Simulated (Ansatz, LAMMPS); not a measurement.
**Structural relaxation of a frame of liquid hydrogen fluoride from 293 K (108 atoms)**

Wanted: the relaxed structure of a frame of liquid hydrogen fluoride from 293 K (108 atoms) and its electronic structure.

Program: Ansatz 0.2.0. Level of theory: Kohn-Sham DFT, PBE, PAW (set soft_2), plane waves. Results are calculated unless marked as measured.

### Step 1. The structure

The cell holds 108 atoms: 54 F and 54 H. Cell: a = 12.108 Å, b = 12.108 Å, c = 12.108 Å, α = 90.0°, β = 90.0°, γ = 90.0°. 54 hydrogen fluoride placed at random, at 1.01 g/cm³; overlaps pushed apart, then 10 ps at 393 K with a harmonic two-site HF with charges of 0.5 e and a 12-6 site on F. Snapshot after 20 ps at 293 K and fixed volume.

What the set-up can't give: The network of bonds at the start is that of the classical potential that made the cell. Sampling is at Γ alone, for a cell whose shortest periodic width is 12 Å.

### Step 2. Making the structure

A classical potential supplies the starting structure, since it reaches far longer times than DFT.

This step: classical MD, a harmonic two-site HF with charges of 0.5 e and a 12-6 site on F (LAMMPS 22 Jul 2025 - Update 4).

File in.lmp:

```
# liquid hydrogen fluoride
units real
atom_style full
boundary p p p
bond_style harmonic
angle_style harmonic
dihedral_style opls
improper_style harmonic
special_bonds lj 0 0 0.5 coul 0 0 0.75
read_data data.lmp
neigh_modify delay 0 every 1 check yes one 4000
comm_modify cutoff 12.0
timestep 0.5
thermo_style custom step time temp pe press density
thermo_modify norm yes
# push overlapping molecules apart
pair_style soft 2.6
pair_coeff * * 0.0
variable a equal ramp(1,60)
fix ad all adapt 1 pair soft a * * v_a
velocity all create 393 627396 mom yes dist gaussian
fix lim all nve/limit 0.03
fix lan all langevin 393 393 50 627397 zero yes
thermo 1000
run 3000 post no
unfix ad
pair_style lj/cut/coul/long 9.0
pair_modify mix arithmetic tail yes
pair_coeff 1 1 0.1200 2.8300   # F
pair_coeff 2 2 0.0000 1.0000   # H
kspace_style pppm 1.0e-4
thermo 100
minimize 1e-5 1e-3 300 3000
reset_timestep 0
# [... 14 lines left out ...]
compute msd all msd com yes
thermo 5000
fix md all nvt temp 293 293 100
run 20000 post no
print "== T293: mean square displacement over the hold $(c_msd[4]:%.2f) A^2"
unfix md
uncompute msd
write_dump all custom T293.dump id type xs ys zs modify sort id
```

On the command line:

```bash
> lmp -in in.lmp -log none -nocite
```

Numbers of over 12 decimals in the logs are rounded to 6 here.

The program printed:

```text
LAMMPS (22 Jul 2025 - Update 4)
Reading data file ...
  orthogonal box = (0 0 0) to (12.10814 12.10814 12.10814)
  108 atoms
  orthogonal box = (0 0 0) to (12.10814 12.10814 12.10814)
  54 bonds
   Step          Time           Temp          PotEng         Press         Density
         0   0              393            0.18321449    -11746.905      1.0106004
      1000   500            425.24401      0.32015866     6006.9413      1.0106004
      2000   1000           404.10732      0.40710759     14759.407      1.0106004
      3000   1500           366.26265      0.30460184     10834.886      1.0106004
Loop time of 0.0655862 s on 1 MPI rank(s) for 3000 steps with 108 atoms
PPPM initialization ...
  G vector (1/distance) = 0.30609784
  grid = 8 8 8
  estimated relative force accuracy = 2.9406139e-05
   Step          Time           Temp          PotEng         Press         Density
      3000   1500           366.26265     -0.35726556     6322.8992      1.0106004
[... 13 lines left out ...]
      2000   1000           369.25957     -5.2942106     -2641.296       1.0106004
Loop time of 0.271961 s on 1 MPI rank(s) for 2000 steps with 108 atoms
   Step          Time           Temp          PotEng         Press         Density
      2000   1000           369.25957     -5.2942106     -2641.296       1.0106004
[... 5 lines left out ...]
Loop time of 1.39075 s on 1 MPI rank(s) for 10000 steps with 108 atoms
   Step          Time           Temp          PotEng         Press         Density
[... 4 lines left out ...]
Loop time of 0.686557 s on 1 MPI rank(s) for 5000 steps with 108 atoms
   Step          Time           Temp          PotEng         Press         Density
[... 2 lines left out ...]
     25000   24000          307.78844     -5.8852512      6601.2043      1.0106004
     30000   29000          301.62107     -5.6654099     -373.83506      1.0106004
     35000   34000          288.39797     -5.9744543     -5910.0397      1.0106004
     37000   36000          324.69451     -5.9340233      2335.7218      1.0106004
Loop time of 2.72167 s on 1 MPI rank(s) for 20000 steps with 108 atoms
== T293: mean square displacement over the hold 36.58 A^2
```

It took 5.4 s on 1 thread of AMD EPYC 9R45, shared host; peak memory 0.072 GiB.

The input also reads data.lmp (atoms, bonds and types; not printed here).

### Step 3. Single point at the start

The forces at the start show how far the geometry lies from a minimum of this functional.

File input.yaml:

```yaml
crystal:
  lattice:
    - [12.10814, 0.0, 0.0]
    - [0.0, 12.10814, 0.0]
    - [0.0, 0.0, 12.10814]
  atoms:
    - { symbol: F, position: [0.00967, 0.41371, 0.78483] }
    - { symbol: H, position: [0.98448, 0.48492, 0.75587] }
    - { symbol: F, position: [0.542, 0.12234, 0.20367] }
    - { symbol: H, position: [0.61342, 0.1607, 0.20189] }
    - { symbol: F, position: [0.30342, 0.65368, 0.21382] }
    - { symbol: H, position: [0.36528, 0.64768, 0.16617] }
    - { symbol: F, position: [0.36211, 0.63352, 0.82533] }
    - { symbol: H, position: [0.30619, 0.65193, 0.87789] }
    - { symbol: F, position: [0.77832, 0.53911, 0.38466] }
    - { symbol: H, position: [0.71389, 0.50752, 0.35154] }
    - { symbol: F, position: [0.13114, 0.68083, 0.65271] }
    - { symbol: H, position: [0.16367, 0.7394, 0.60839] }
    - { symbol: F, position: [0.03372, 0.10472, 0.33066] }
    - { symbol: H, position: [0.05381, 0.0457, 0.27458] }
    - { symbol: F, position: [0.87622, 0.20671, 0.32385] }
    - { symbol: H, position: [0.94736, 0.17029, 0.32906] }
    - { symbol: F, position: [0.00193, 0.61281, 0.34411] }
    - { symbol: H, position: [0.05583, 0.55992, 0.36947] }
    - { symbol: F, position: [0.16914, 0.31845, 0.54802] }
    - { symbol: H, position: [0.12109, 0.25567, 0.56454] }
    - { symbol: F, position: [0.89871, 0.87235, 0.08034] }
    - { symbol: H, position: [0.89587, 0.80786, 0.11963] }
    - { symbol: F, position: [0.89559, 0.18536, 0.87304] }
    - { symbol: H, position: [0.92348, 0.12397, 0.91557] }
    - { symbol: F, position: [0.51721, 0.98017, 0.78925] }
    - { symbol: H, position: [0.52762, 0.03898, 0.73496] }
    - { symbol: F, position: [0.34791, 0.11844, 0.58418] }
    - { symbol: H, position: [0.39119, 0.1377, 0.522] }
    - { symbol: F, position: [0.57251, 0.08378, 0.6476] }
    - { symbol: H, position: [0.63678, 0.10239, 0.6062] }
    - { symbol: F, position: [0.1022, 0.96767, 0.22508] }
    - { symbol: H, position: [0.11957, 0.89087, 0.21991] }
    - { symbol: F, position: [0.4248, 0.29157, 0.00614] }
    - { symbol: H, position: [0.3828, 0.26027, 0.94522] }
    - { symbol: F, position: [0.96513, 0.58304, 0.72024] }
    - { symbol: H, position: [0.02549, 0.62881, 0.68746] }
    - { symbol: F, position: [0.87379, 0.8632, 0.55701] }
    - { symbol: H, position: [0.842, 0.79175, 0.54922] }
    - { symbol: F, position: [0.1263, 0.4824, 0.40552] }
    - { symbol: H, position: [0.16719, 0.42614, 0.44648] }
    - { symbol: F, position: [0.90816, 0.72572, 0.21974] }
    - { symbol: H, position: [0.94516, 0.6758, 0.26516] }
    - { symbol: F, position: [0.01106, 0.5517, 0.13654] }
    - { symbol: H, position: [0.97356, 0.4842, 0.14254] }
    - { symbol: F, position: [0.72596, 0.14918, 0.57963] }
    - { symbol: H, position: [0.77631, 0.20064, 0.61621] }
    - { symbol: F, position: [0.84, 0.25965, 0.68461] }
    - { symbol: H, position: [0.84476, 0.24945, 0.76222] }
    - { symbol: F, position: [0.77677, 0.70999, 0.88898] }
    - { symbol: H, position: [0.83676, 0.75908, 0.86184] }
    - { symbol: F, position: [0.02063, 0.22442, 0.07436] }
    - { symbol: H, position: [0.08886, 0.18093, 0.05516] }
    - { symbol: F, position: [0.51827, 0.5609, 0.74198] }
    - { symbol: H, position: [0.45306, 0.58495, 0.7759] }
    - { symbol: F, position: [0.20975, 0.69915, 0.92171] }
    - { symbol: H, position: [0.13419, 0.70222, 0.94975] }
    - { symbol: F, position: [0.6157, 0.47485, 0.28206] }
    - { symbol: H, position: [0.569, 0.4502, 0.22692] }
    - { symbol: F, position: [0.13168, 0.27343, 0.80118] }
    - { symbol: H, position: [0.08311, 0.33627, 0.7947] }
    - { symbol: F, position: [0.92707, 0.38757, 0.1171] }
    - { symbol: H, position: [0.95363, 0.3182, 0.09766] }
    - { symbol: F, position: [0.60908, 0.68529, 0.98255] }
    - { symbol: H, position: [0.6813, 0.69968, 0.9526] }
    - { symbol: F, position: [0.50609, 0.40359, 0.14065] }
    - { symbol: H, position: [0.46741, 0.35256, 0.09151] }
    - { symbol: F, position: [0.1579, 0.78891, 0.22014] }
    - { symbol: H, position: [0.20103, 0.72716, 0.20629] }
    - { symbol: F, position: [0.30943, 0.20675, 0.85595] }
    - { symbol: H, position: [0.23202, 0.21435, 0.8383] }
    - { symbol: F, position: [0.81876, 0.6986, 0.48614] }
    - { symbol: H, position: [0.80521, 0.63241, 0.44932] }
    - { symbol: F, position: [0.97314, 0.02677, 0.51642] }
    - { symbol: H, position: [0.92083, 0.96675, 0.52689] }
    - { symbol: F, position: [0.06888, 0.91252, 0.73628] }
    - { symbol: H, position: [0.1343, 0.95314, 0.71198] }
    - { symbol: F, position: [0.44847, 0.66925, 0.09037] }
    - { symbol: H, position: [0.51262, 0.66857, 0.04418] }
    [... 24 atom lines left out ...]
    - { symbol: F, position: [0.71732, 0.20694, 0.20657] }
    - { symbol: H, position: [0.77813, 0.21116, 0.25451] }
    - { symbol: F, position: [0.04584, 0.68694, 0.01841] }
    - { symbol: H, position: [0.02435, 0.62708, 0.06218] }
    - { symbol: F, position: [0.94694, 0.04107, 0.98341] }
    - { symbol: H, position: [0.93798, 0.97421, 0.02819] }
kpoints:
  mp_grid: { grid: [1, 1, 1] }
hamiltonian:
  xc: pbe
scf:
  occupations: { method: fixed }
output:
  forces: true
  stress: true
  populations: true
  dos:
    method: { smearing: { sigma: 0.15 } }
    de: 0.1
    projected: { site_lists: { F: [F], H: [H] } }
  eigenvalues: true
```

On the command line:

```bash
> ansatz run input.yaml --threads 4 --pin off --max-ram 8192MiB --backend cpu --events-out ev --progress --plain --runs-dir out
```

The program printed:

```text
Engine: ansatz 0.2.0, x86_64-unknown-linux-gnu
Pseudopotentials: kind: paw
Pseudopotential: F, paw, valence charge 7, recommended cutoff 420 eV (normal), F.paw.azcp
Pseudopotential: H, paw, valence charge 1, recommended cutoff 420 eV (normal), H.paw.azcp
[... 5 lines on functional and potentials left out ...]
Crystal: 108 atoms, lattice volume = 1775.139 Å³
Basis set: ecut = 420 eV, 34697 PW (Γ), exchange–correlation on 162×162×162 points (8 copies of the dense FFT grid, shifted against one another)
Bands: 324, of which v1, the nominal top of the filled ones, is band 216 counted from 1 (215 counted from 0)
Symmetry: 1 space group operations
Space group: P1 (ITA 1), of the structure as read, at distance tolerance 1.2e-4 Å
k-points: 1
[... 5 lines on functional and potentials left out ...]
Initial density: superposition of atomic densities (neutral atoms: chi_scale 0, normalization atom), corrected by the library's trained network
Initial wavefunctions: pseudopotential atomic-orbital guess
Functional: x = pbe(κ = 0.804, μ = 0.219515), c = pbe(β = 0.066725)
SCF iter   1: F=—  HF=-44519.452684 eV  |F-HF|=—  |Δ(HF+E_count)|=         —  Δρ=4.06e-3  dr2=2.51e-1  ethr=1.77e-3  ⟨swp⟩=5.0  Hψ=1050  notcnv=0  defer=103
preconditioner: auto → Resta (q_TF=auto, 2.156 Å⁻¹)  ε∞=1.9  [insulator: Δε(μ)=6.736 eV  Ē_g=19.736 eV  n_scr=304 (ndim 8)  ℏωp=18.3 eV  f_vac=0.499  ε∞_Penn≈1.9]
SCF iter   2: F=—  HF=-44519.371298 eV  |F-HF|=—  |Δ(HF+E_count)|=   8.14e-2  Δρ=1.75e-3  dr2=5.43e-2  ethr=5.81e-5  ⟨swp⟩=2.0  Hψ=512  notcnv=0  defer=104
SCF iter   3: F=—  HF=-44519.368436 eV  |F-HF|=—  |Δ(HF+E_count)|=   2.86e-3  Δρ=7.02e-4  dr2=1.13e-2  ethr=1.26e-5  ⟨swp⟩=3.0  Hψ=431  notcnv=0  defer=106
SCF iter   4: F=—  HF=-44519.366170 eV  |F-HF|=—  |Δ(HF+E_count)|=   2.27e-3  Δρ=2.34e-4  dr2=1.02e-3  ethr=2.62e-6  ⟨swp⟩=2.0  Hψ=426  notcnv=0  defer=106
SCF iter   5: F=—  HF=-44519.365775 eV  |F-HF|=—  |Δ(HF+E_count)|=   3.94e-4  Δρ=1.05e-4  dr2=1.37e-4  ethr=2.36e-7  ⟨swp⟩=2.0  Hψ=426  notcnv=0  defer=106
SCF iter   6: F=—  HF=-44519.365753 eV  |F-HF|=—  |Δ(HF+E_count)|=   2.22e-5  Δρ=4.06e-5  dr2=1.85e-5  ethr=3.17e-8  ⟨swp⟩=3.0  Hψ=466  notcnv=0  defer=106
SCF iter   7: F=—  HF=-44519.368365 eV  |F-HF|=—  |Δ(HF+E_count)|=   2.61e-3  Δρ=9.28e-6  dr2=1.40e-6  ethr=4.28e-9  ⟨swp⟩=2.0  Hψ=536  notcnv=0  defer=106
SCF iter   8: F=—  HF=-44519.368368 eV  |F-HF|=—  |Δ(HF+E_count)|=   2.28e-6  Δρ=4.44e-6  dr2=2.33e-7  ethr=3.25e-10  ⟨swp⟩=2.0  Hψ=439  notcnv=0  defer=106
SCF iter   9: F=-44519.368368 eV  HF=-44519.368368 eV  |F-HF|=6.49e-8  |Δ(HF+E_count)|=   2.66e-7  Δρ=1.47e-6  dr2=3.04e-8  ethr=2.31e-11  ⟨swp⟩=20.0  Hψ=2551  notcnv=0
SCF 1 converged in 9 iterations: F = -44519.368368 eV  dr2 = 3.04e-8
  greatest PAW one-centre occupation: 0.930 electrons in one spin orbital (limit 2), on the F atom at site 42 (counted from 0), in its partial waves of l = 0
SCF converged after 9 iterations
Free energy (F): -44519.368368 eV
Harris-Foulkes:  -44519.368368 eV  (|F-HF|=6.49e-8)
Internal energy: -44519.368368 eV  (E = F + TS)
E sigma→0 (E₀):  -44519.368368 eV
Fermi energy:    -5.372153 eV
--- Per-component energies (eV) ---
  E_band       = -5679.932303
  E_kinetic    = 11872.726685
  E_local      = -57415.740623  (includes V_loc(G=0)·N_el)
  E_nonlocal   = 4073.229368
  E_hartree    = 22758.901899
  E_xc         = -4751.166957
  E_vxc        = -6093.826226  (∫ρ·V_xc dr)
  E_paw        = -10884.377682  (= ΣΔE_a)
  E_vpaw       = -3634.167147  (= ΣTr[D̂ρ^β])
  E_aug_tail   = 0.056237  (compensation charges beyond the density's cutoff)
  E_ewald      = -10172.997294
  E_smearing   = -0.000000  (= −TS)
  E_closure    = 0.000000  (closes the sum)
  Σ components = -44519.368368   (vs F -44519.368368, Δ=0.00e0)
--- Forces (eV/Å), atoms counted from 1 ---
  atom   1  F     -0.80354345    -0.55929100     0.68711892
  atom   2  H      0.39786414     0.42861585    -0.30548824
  atom   3  F     -0.37338086     0.05420477    -0.52304506
  atom   4  H     -0.02300807    -0.29144268     0.46980973
  atom   5  F     -1.21811354    -0.36544632     1.04927759
  atom   6  H      0.50307535     0.09438747    -0.51884052
  atom   7  F      0.47492923    -0.11599778    -0.50453842
  atom   8  H     -0.66391680     0.12252206     0.24112168
  atom   9  F      0.43176473    -0.60926504    -0.06866141
  atom  10  H     -0.32799968     0.10239980    -0.31194170
  atom  11  F     -0.96447131    -1.54091779     0.97744368
  atom  12  H     -0.01253371    -0.10540317    -0.09605842
  atom  13  F      0.76185116    -0.06846694    -0.18304269
  atom  14  H     -0.27832442     0.59508175     1.01425441
[...]
atom 107  F      0.64139479    -1.47646697     0.99942152
  atom 108  H     -0.19973920     0.41705879    -0.47603369
  max |Σ_I F_I| component: 7.11e-5 eV/Å
--- Stress (GPa, compression-positive) ---
        3.672857       0.604240      -1.004004
        0.604240       4.463081      -0.369922
       -1.004004      -0.369922       2.641265
  P = ⅓ Tr σ = 3.5924 GPa (35.924 kbar)
--- Band table (eV) ---
  k-point 0: bands = ["-28.6249", "-28.5628", "-28.5125", "-28.4248", [... 308 levels ...], "9.0359", "9.0634", "9.1083", "9.1208", "9.1848", "9.2410", "9.2734", "9.3409", "9.3825", "9.4182", "9.4340", "9.4907"]
--- Löwdin populations: 108 sites ---
  site symbol       q [e]
     0      F      7.4427
     1      H      0.5166
     2      F      7.4478
[...]
107      H      0.5043
  spilling = 0.006820 (of n_electrons = 432.000000)
```

The job ended after 7 s (4 threads of AMD EPYC 9R45, shared host; peak memory 1.9 GiB; 26 s of CPU time).

Reading the cycles: dr2 is the Hartree energy of the density residual (eV), the measure of convergence; HF is the Harris–Foulkes estimate of the energy, which meets the free energy F at convergence.

Numbers from this run:

| Item | Value |
| --- | --- |
| free energy | -44519.3684 eV |
| free energy per atom | -412.2164 eV/atom |
| SCF cycles | 9 |
| pressure | 3.592 GPa |
| r.m.s. force component | 0.7921 eV/Å |
| longest force | 3.478 eV/Å |
| Fermi energy | -5.372 eV |
| gap (highest filled to lowest empty level) | 6.65 eV |
| spilling of the projection | 0.00682 |

The r.m.s. force component of 0.79 eV/Å and the pressure of 3.6 GPa set the starting point.

Length of the force by element:

```csv
element,coordination,atoms,mean length of the force (eV/Å),spread,least,most
F,all,54,1.39,0.711,0.212,3.48
H,all,54,0.961,0.626,0.143,2.49
```

(Continued in part 2 of 3.)

[Logs are printed without paths, hosts, clocks, repeated set-up lines and the standing remarks that a program may print on its own settings, such as how far it seeks lower states.]

[Hosts, paths, dates, database ids (printed as entryN), source tags and the programs' standing remarks are cut or masked in the printed files.]
